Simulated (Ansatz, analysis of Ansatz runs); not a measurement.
**Na2MgCl4 (Pbam): a line between two Cl sites for an added hole**

Question: does an added hole stay on the Cl atom where it is started in Na2MgCl4 (Pbam), and if so, how high is the barrier for a hop to another Cl site nearby? Model: a cell of 84 host atoms.

Main program and level: Ansatz 0.2.0; plane-wave PAW DFT, PBEsol+U; relaxation of all atoms of a supercell at fixed charge in a uniform background; PAW set soft_1.

This is a report of a sequence of runs, with most program output left out.

**1. The structure**

The cell holds 84 atoms: 24 Na, 12 Mg and 48 Cl. Its edges and angles: a = 13.650 Å, b = 13.650 Å, c = 11.377 Å, α = 90.0°, β = 90.0°, γ = 60.5°. It derives from Na2MgCl4 (space group Pbam). Nearest the centre at fractional (0.560, 0.690, 0.667): Cl70 at 1.83 Å, Cl73 at 1.83 Å, Na32 at 2.09 Å, Na60 at 2.09 Å, Mg68 at 3.08 Å, Cl79 at 3.17 Å, Cl51 at 3.17 Å, Na33 at 3.76 Å.

Hubbard terms: Cl p 6.0 eV. They were chosen, not fitted, to curb self-interaction in the shells named, the trial site's among them. The two sites are Cl70 and Cl73. The cell's shortest repeat is 11.4 Å.

**2. The cell without the carrier**

The neutral cell is relaxed first, from small random displacements, so that bond lengths and moments with the carrier can be set beside those of a relaxed cell without it.

Contents of neutral.relax/input.yaml:

```yaml
crystal:
  lattice:
    - [6.8797031, 11.78968173, 0.0]
    - [-6.8797031, 11.78968173, 0.0]
    - [0.0, 0.0, 11.37709999]
  atoms:
    - { symbol: Na, position: [0.383392, 0.297511, 0.166667] }
    - { symbol: Na, position: [0.883392, 0.797511, 0.166667] }
    - { symbol: Na, position: [0.116608, 0.202489, 0.166667] }
    - { symbol: Na, position: [0.616608, 0.702489, 0.166667] }
    - { symbol: Na, position: [0.297511, 0.883392, 0.166667] }
    - { symbol: Na, position: [0.797511, 0.383392, 0.166667] }
    - { symbol: Na, position: [0.202489, 0.616608, 0.166667] }
    - { symbol: Na, position: [0.702489, 0.116608, 0.166667] }
[... 72 atom lines left out ...]
    - { symbol: Cl, position: [0.14016, 0.403853, 0.833333] }
    - { symbol: Cl, position: [0.64016, 0.903853, 0.833333] }
    - { symbol: Cl, position: [0.35984, 0.096147, 0.833333] }
    - { symbol: Cl, position: [0.85984, 0.596147, 0.833333] }
basis:
  ecutwfc: 420
  xc_grid: 2
hamiltonian:
  xc: pbesol
  hubbard:
    sites: [{ species: Cl, l: p, u_eff: 6.0 }]
    projectors: ortho-atomic
  pseudopotentials: { kind: paw, azcp: { folder: soft_1 }, xc_functional: pbe }
kpoints:
  mp_grid: { grid: [1, 1, 1] }
scf:
  occupations: { method: fermi_dirac, width: 0.01 }
  max_iter: 120
  lower_state_search: "off"
output:
  forces: true
relax:
  f_tol: 0.02
  max_steps: 70
  random_displacement: { amplitude: 0.04, seed: 1274 }
checkpoint:
  write: "../neutral.relax.run"
  compress: false
  write_wavefunctions: true
  write_every: 100000
```

Launch:

```console
$ ansatz run input.yaml --threads 8 --pin off --max-ram 17899MiB --backend cpu --events-out ev --progress --plain --runs-dir out
```

Run time: 37 s. Hardware: 8 threads of Arm Neoverse V2, shared host; peak memory 2.5 GiB; 4.6 min of CPU time.

The largest displacement from an ideal site is 0.056 Å.

**3. The hole on the first site**

The nearest neighbour or neighbours of the site start displaced and the site's starting moment is changed by the carrier's spin, since a carrier doesn't trap itself in the undistorted lattice.

Contents of A.relax/input.yaml:

```yaml
crystal:
  lattice:
    - [6.8797031, 11.78968173, 0.0]
    - [-6.8797031, 11.78968173, 0.0]
    - [0.0, 0.0, 11.37709999]
  atoms:
    - { symbol: Na, position: [0.380192, 0.301874, 0.166654] }
    - { symbol: Na, position: [0.880392, 0.801843, 0.166722] }
    - { symbol: Na, position: [0.11996, 0.197919, 0.166765] }
    - { symbol: Na, position: [0.619832, 0.697962, 0.16664] }
    - { symbol: Na, position: [0.30206, 0.88003, 0.166714] }
    - { symbol: Na, position: [0.802122, 0.38004, 0.166669] }
    - { symbol: Na, position: [0.198234, 0.61972, 0.166642] }
    - { symbol: Na, position: [0.698086, 0.119698, 0.166719] }
[... 72 atom lines left out ...]
    - { symbol: Cl, position: [0.138913, 0.406664, 0.833359] }
    - { symbol: Cl, position: [0.638867, 0.90671, 0.833301] }
    - { symbol: Cl, position: [0.361405, 0.093077, 0.833301] }
    - { symbol: Cl, position: [0.861438, 0.59303, 0.833295] }
total_charge: 1
basis:
  ecutwfc: 420
  xc_grid: 2
hamiltonian:
  xc: pbesol
  hubbard:
    sites: [{ species: Cl, l: p, u_eff: 6.0 }]
    projectors: ortho-atomic
  pseudopotentials: { kind: paw, azcp: { folder: soft_1 }, xc_functional: pbe }
kpoints:
  mp_grid: { grid: [1, 1, 1] }
magnetization:
  spin_polarized: true
  initial_magnetization: 1
  spin_locking: { lock_magnetization: hard }
scf:
  occupations: { method: fermi_dirac, width: 0.01 }
  max_iter: 120
  lower_state_search: "off"
output:
  forces: true
relax:
  f_tol: 0.015
  max_steps: 70
  escape_saddle: false
checkpoint:
  write: "../A.relax.run"
  compress: false
  write_wavefunctions: true
  write_every: 100000
```

It took 3.6 min on 8 threads; peak memory 4.1 GiB.

The steps of the relaxation:

```tsv
step	energy less that of the first step (eV)	largest force component (eV/Å)
1	0.0000	0.7419
2	-0.3342	0.4463
3	-0.4328	0.1972
4	-0.3877	0.2388
5	-0.4704	0.0298
6	-0.4738	0.0204
7	-0.3942	0.3655
8	-0.4754	0.0210
9	-0.4757	0.0129
```

Relaxation steps 4, 7 were tried and not accepted.

The atoms that moved most (Å):

```tsv
atom	dx	dy	dz	length
Na60	-0.007	0.303	0.053	0.308
Na32	-0.009	0.302	-0.055	0.307
Cl71	-0.056	-0.206	0.000	0.213
Na62	0.110	-0.139	0.026	0.180
Na34	0.106	-0.134	-0.022	0.172
Cl42	-0.017	0.049	0.161	0.169
Cl14	-0.015	0.049	-0.160	0.169
Cl73	0.108	0.094	0.000	0.144
```

The moves above count from the input, in which the site's nearest neighbours were already displaced; the distances below compare with the cell without the carrier.

Distances from Cl70 without and with the hole:

```tsv
atom	without (Å)	with (Å)
Mg68	2.44	2.80
Na60	2.78	3.12
Na32	2.78	3.12
Na62	2.78	3.14
Na34	2.78	3.14
```

The largest changes of the moments are 0.81 μB on Cl70, 0.01 μB on Cl42 and 0.01 μB on Cl14. The largest part sits on the chosen site.

**4. The hole on the second site**

The same start is made on the second site, to get the end of the hop.

Contents of B.relax/input.yaml:

```yaml
crystal:
  lattice:
    - [6.8797031, 11.78968173, 0.0]
    - [-6.8797031, 11.78968173, 0.0]
    - [0.0, 0.0, 11.37709999]
  atoms:
    - { symbol: Na, position: [0.380192, 0.301874, 0.166654] }
    - { symbol: Na, position: [0.880392, 0.801843, 0.166722] }
[... 29 atom lines left out ...]
    - { symbol: Na, position: [0.631232, 0.687936, 0.488002] }
[... 27 atom lines left out ...]
    - { symbol: Na, position: [0.630866, 0.687891, 0.845287] }
[... 7 atom lines left out ...]
    - { symbol: Mg, position: [0.500173, 0.500016, 0.666646] }
[... 1 atom line left out ...]
    - { symbol: Cl, position: [0.659769, 0.533407, 0.666596] }
[... 2 atom lines left out ...]
    - { symbol: Cl, position: [0.466623, 0.840397, 0.666613], spin: 1.0 }
[... 5 atom lines left out ...]
    - { symbol: Cl, position: [0.407092, 0.63872, 0.833318] }
[... 4 atom lines left out ...]
    - { symbol: Cl, position: [0.861438, 0.59303, 0.833295] }
total_charge: 1
basis:
  ecutwfc: 420
  xc_grid: 2
hamiltonian:
  xc: pbesol
  hubbard:
    sites: [{ species: Cl, l: p, u_eff: 6.0 }]
    projectors: ortho-atomic
  pseudopotentials: { kind: paw, azcp: { folder: soft_1 }, xc_functional: pbe }
kpoints:
  mp_grid: { grid: [1, 1, 1] }
magnetization:
  spin_polarized: true
  initial_magnetization: 1
  spin_locking: { lock_magnetization: hard }
scf:
  occupations: { method: fermi_dirac, width: 0.01 }
  max_iter: 120
  lower_state_search: "off"
output:
  forces: true
relax:
  f_tol: 0.015
  max_steps: 70
  escape_saddle: false
checkpoint:
  write: "../B.relax.run"
  compress: false
  write_wavefunctions: true
  write_every: 100000
```

Run time: 14 min. Hardware: 8 threads; peak memory 4.2 GiB; 1.8 h of CPU time.

Distances from Cl73 without and with the hole:

```tsv
atom	without (Å)	with (Å)
Mg66	2.44	3.20
Na33	2.78	2.89
Na61	2.78	2.88
Na60	2.78	3.18
Na32	2.78	3.18
```

The largest changes of the moments are 0.82 μB on Cl73, 0.01 μB on Cl70 and 0.01 μB on Cl83. The largest part sits on the chosen site.

**5. Points on the line between the two structures**

All atoms move on the straight line between the two relaxed structures, 8.35 amu^1/2 Å long in mass-weighted terms. Each point starts from the state of the point before, once from either end, so that both localised states can be followed; the midpoint is also started with the carrier shared.

Contents of A.x0500/input.yaml:

```yaml
crystal:
  lattice:
    - [6.8797031, 11.78968173, 0.0]
    - [-6.8797031, 11.78968173, 0.0]
    - [0.0, 0.0, 11.37709999]
  atoms:
    - { symbol: Na, position: [0.379776, 0.303434, 0.166719] }
    - { symbol: Na, position: [0.879366, 0.801686, 0.166708] }
[... 29 atom lines left out ...]
    - { symbol: Na, position: [0.634846, 0.708265, 0.483036] }
[... 18 atom lines left out ...]
    - { symbol: Cl, position: [0.405496, 0.638061, 0.50334] }
[... 8 atom lines left out ...]
    - { symbol: Na, position: [0.63476, 0.708255, 0.850235] }
[... 9 atom lines left out ...]
    - { symbol: Cl, position: [0.653134, 0.548761, 0.666619], spin: 1.0 }
[... 2 atom lines left out ...]
    - { symbol: Cl, position: [0.460828, 0.831615, 0.666671] }
[... 5 atom lines left out ...]
    - { symbol: Cl, position: [0.405394, 0.638075, 0.830145] }
[... 4 atom lines left out ...]
    - { symbol: Cl, position: [0.862213, 0.591517, 0.832881] }
total_charge: 1
basis:
  ecutwfc: 420
  xc_grid: 2
hamiltonian:
  xc: pbesol
  hubbard:
    sites: [{ species: Cl, l: p, u_eff: 6.0 }]
    projectors: ortho-atomic
  pseudopotentials: { kind: paw, azcp: { folder: soft_1 }, xc_functional: pbe }
kpoints:
  mp_grid: { grid: [1, 1, 1] }
magnetization:
  spin_polarized: true
  initial_magnetization: 1
  spin_locking: { lock_magnetization: hard }
scf:
  occupations: { method: fermi_dirac, width: 0.01 }
  max_iter: 120
  lower_state_search: "off"
output:
  forces: true
  eigenvalues: true
  eigenstates: { localisation: true }
  write_density: true
  write_potential: true
  volumetric_format: npy
checkpoint:
  read: "../A.x0375.run"
  write: "../A.x0500.run"
  compress: false
  write_wavefunctions: true
  write_every: 100000
```

The job ended after 62 s (8 threads; peak memory 4.1 GiB).

States next to the filling edge at the first k-point, on the run's own zero (eigenstates.tsv). The participation number counts the atoms that a state is spread over, of 84; bands count from 0.

```tsv
spin	band	energy (eV)	occupation	participation	largest share on	share
down	329	-0.745	1.00	20.1	Cl26	0.14
down	330	-0.726	1.00	10.2	Cl69	0.22
down	331	-0.679	1.00	25.3	Cl69	0.08
down	332	-0.555	1.00	5.0	Cl73	0.42
down	333	-0.518	1.00	3.1	Cl73	0.55
down	334	-0.437	1.00	3.3	Cl73	0.53
down	335	1.298	0.00	1.4	Cl70	0.85
down	336	6.811	0.00	70.9	Mg68	0.04
down	337	7.880	0.00	12.7	Mg68	0.25
down	338	8.109	0.00	36.0	Mg68	0.06
down	339	8.183	0.00	43.7	Mg65	0.06
up	330	-0.759	1.00	17.2	Cl73	0.17
up	331	-0.726	1.00	10.2	Cl69	0.22
up	332	-0.703	1.00	21.2	Cl73	0.14
up	333	-0.624	1.00	9.0	Cl73	0.29
up	334	-0.534	1.00	3.3	Cl73	0.54
up	335	-0.526	1.00	6.3	Cl73	0.37
up	336	6.796	0.00	68.6	Mg68	0.04
up	337	7.846	0.00	10.3	Mg68	0.28
up	338	8.008	0.00	20.5	Na62	0.12
up	339	8.140	0.00	41.5	Cl70	0.06
up	340	8.240	0.00	36.1	Mg66	0.07
```

Under PBEsol+U (6 eV) at the zone centre alone, the highest filled state is spin down, spread over 3 of 84 atoms, and the lowest empty one, 1.73 eV above it, is spin down, spread over 1 of 84 atoms.

The largest moments in the atoms' spheres: Cl70 0.74, Cl73 0.05, Cl74 0.01, Cl51 0.01, Cl79 0.01, Cl78 0.00 μB.

Spin density in the ab plane at fractional z = 0.667, through the centre, with atoms of Mg and Cl within 0.45 Å of it.

Values in e/Å³, 13 rows by 16 columns, each cell a mean:
```
0.00 0.00 0.00 0.00 0.00 0.00 0.00 0.00 0.00 0.00 0.00 0.00 0.00 0.00 0.00 0.00
0.00 0.00 0.00 0.00 0.00 0.00 0.02 0.01 0.00 0.00 0.00 0.00 0.00 0.00 0.00 0.00
0.00 0.00 0.00 0.00 0.00 0.00 0.00 0.02 0.02 0.00 0.00 0.00 0.00 0.00 0.00 0.00
0.00 0.00 0.00 0.00 0.00 0.00 0.00 0.00 0.00 0.00 0.00 0.00 0.00 0.00 0.00 0.00
0.00 0.00 0.00 0.00 0.00 0.00 0.00 0.00 0.02 0.12 0.06 0.00 0.00 0.00 0.00 0.00
0.00 0.00 0.00 0.00 0.00 0.00 0.00 0.00 0.01 0.20 0.20 0.03 0.00 0.00 0.00 0.00
0.00 0.00 0.00 0.00 0.00 0.00 0.00 0.00 0.00 0.00 0.15 0.32 0.03 0.00 0.00 0.00
0.00 0.00 0.00 0.00 0.00 0.00 0.00 0.00 0.00 0.00 0.01 0.03 0.01 0.00 0.00 0.00
0.00 0.00 0.00 0.00 0.00 0.00 0.00 0.00 0.00 0.00 0.00 0.00 0.00 0.00 0.00 0.00
0.00 0.00 0.00 0.00 0.00 0.00 0.00 0.00 0.00 0.00 0.00 0.00 0.00 0.00 0.00 0.00
0.00 0.00 0.00 0.00 0.00 0.00 0.00 0.00 0.00 0.00 0.00 0.00 0.00 0.00 0.00 0.00
0.00 0.00 0.00 0.00 0.00 0.00 0.00 0.00 0.00 0.00 0.00 0.00 0.00 0.00 0.00 0.00
0.00 0.00 0.00 0.00 0.00 0.00 0.00 0.00 0.00 0.00 0.00 0.00 0.00 0.00 0.00 0.00
```
Columns run along a (13.7 Å), rows up along b (13.7 Å). Atoms in or near the plane, at fractional coordinates: Mg at (0.00, 0.50), Mg at (0.51, 0.01), Mg at (0.00, 0.00), Mg at (0.49, 0.50), Cl at (0.16, 0.03), Cl at (0.65, 0.55), Cl at (0.33, 0.46), Cl at (0.84, 0.97), Cl at (0.46, 0.83), Cl at (0.96, 0.34), Cl at (0.03, 0.66), Cl at (0.54, 0.17).

Electrostatic potential energy in the ab plane at fractional z = 0.667, through the centre, with atoms of Mg and Cl within 0.45 Å of it. With pseudopotentials it is smooth inside the atoms' cores, unlike the true potential.

Values in eV, 13 rows by 16 columns, each cell a mean:
```
-28  -2  -2  -7   8   9   7  -1 -20  -3   7   9  -4 -33 -16  -9
  5   5   8   8   8   8 -11 -20   2   6   8   9   8   3   2   7
  9   9   9   9   8   8   0 -27 -13   8   8   8   8   7   8   8
-11   5   8   8   8   9   9   7   6   7   7   8   8   8   8  -2
-33 -18   7   7   8   8   7   7   6   0   1   7   8   8   7  -2
 -7  -1   8   8   5   5   1 -13  -2 -16 -36  -8   7   8   3 -11
-36  -1   8   8 -15 -29  -6 -31 -32  -2 -18 -16   5   7   4 -25
 -7   1   7   9   3 -19 -10   2  -7   2   6   4   5   7  -3  -8
-11   7   8   9   8   7   7   8   8   8   8   7   6   7 -10 -36
 -2   7   8   8   8   8   7   4   3   8   8   8   8   8   8  -2
  8   8   7   8   9   8   8  -6 -34 -11   7   7   8   8   8   9
  6   3  -4   7   9   8   5  -1 -12 -11   7   7   8   8   5   3
-21  -6 -34 -17   8   9   4 -27 -30   1   8   8  -5 -11   1 -27
```
Columns run along a (13.7 Å; values clipped at the 3rd and 97th percentile), rows up along b (13.7 Å). Atoms in or near the plane, at fractional coordinates: Mg at (0.00, 0.50), Mg at (0.51, 0.01), Mg at (0.00, 0.00), Mg at (0.49, 0.50), Cl at (0.16, 0.03), Cl at (0.65, 0.55), Cl at (0.33, 0.46), Cl at (0.84, 0.97), Cl at (0.46, 0.83), Cl at (0.96, 0.34), Cl at (0.03, 0.66), Cl at (0.54, 0.17).

Valence density in the ab plane at fractional z = 0.667, through the centre, with atoms of Mg and Cl within 0.45 Å of it. It is the smooth field of the valence electrons, not physical close to the nuclei.

Ten steps, logarithmic in the rise over the least value, from '0' (0 e/Å³) to '9' (20 e/Å³), each cell a mean:
```
984113444310000000157620000001343343226
221000112110001121110000000000134444210
000000000000002344321000000000012332110
000000000000001344443100000000000011000
000000000000000234444210000000000000000
110000000000000012333210000000000000011
432100000000000000011100000000000000123
444310000000000000000000000000000000134
444431000000000000000011211000000000013
234431000000000000000123443210000000001
311111000122211003431124434421000000034
962000000134443215997212444431000000159
984000000134434422698400123221000000026
221000000013444431112100000000000112221
210000000000133321000000000000000124444
431000000000001110000000000000000024434
432000000000000000000000000000000002344
321000000000000001221100000000000000123
110000000000000002344321000000000000000
000000000000000001344443100000000000000
000111000000000000234444210000000000000
001233321000000000112333210000000000000
211344443100000001575111100001222110034
962234344310000001699610000012344431159
```
Columns run along a (13.7 Å), rows up along b (13.7 Å). Atoms in or near the plane, at fractional coordinates: Mg at (0.00, 0.50), Mg at (0.51, 0.01), Mg at (0.00, 0.00), Mg at (0.49, 0.50), Cl at (0.16, 0.03), Cl at (0.65, 0.55), Cl at (0.33, 0.46), Cl at (0.84, 0.97), Cl at (0.46, 0.83), Cl at (0.96, 0.34), Cl at (0.03, 0.66), Cl at (0.54, 0.17).

Free energies from the first end:

```tsv
started from	fraction	energy (eV)	moment change on Cl70 (μB)	on Cl73 (μB)
first site	0	0.000	0.81	0.00
first site	0.125	0.039	0.80	0.00
first site	0.25	0.144	0.78	0.01
first site	0.375	0.278	0.76	0.03
first site	0.5	0.458	0.74	0.05
first site	0.625	0.193	0.03	0.81
second site	0.875	-0.068	0.02	0.82
second site	0.75	0.031	0.02	0.81
second site	0.625	0.193	0.03	0.81
second site	0.5	0.414	0.05	0.78
second site	0.375	0.682	0.14	0.67
shared	0.5	0.414	0.05	0.78
second site	1	-0.101	0.01	0.82
```

**6. Results**

- distance of the two sites without the carrier: 3.69 Å

The two sites are alike by symmetry, yet the ends differ by 0.10 eV: the relaxations found different distortions, the higher end is not the lowest form, and the line gives no barrier. A shorter hop, 3.47 Å to Cl78, was not computed. No run compares the localised hole with one spread in the band, so its binding is unknown. Holes in halides commonly bind two halogen atoms into a pair. A U on single atoms favours the one-atom state followed here, and no pair was tried, so these numbers may not belong to the actual polaron. The program's search for lower electronic states was switched off in all runs, so that each state is followed; none is shown to be the lowest at its structure. No image-charge correction is applied; it nearly cancels along the line while the charge stays localised. Limits: sampling at the zone centre alone can move energies of charged and open-shell states by tenths of an eV or more in cells of this size; gap and trapping depend on the U chosen (Cl p 6.0 eV).

[Logs are printed without paths, hosts, clocks, repeated set-up lines and the standing remarks that a program may print on its own settings, such as how far it seeks lower states.]

[Hosts, paths, dates, database ids (printed as entryN), source tags and the programs' standing remarks are cut or masked in the printed files.]
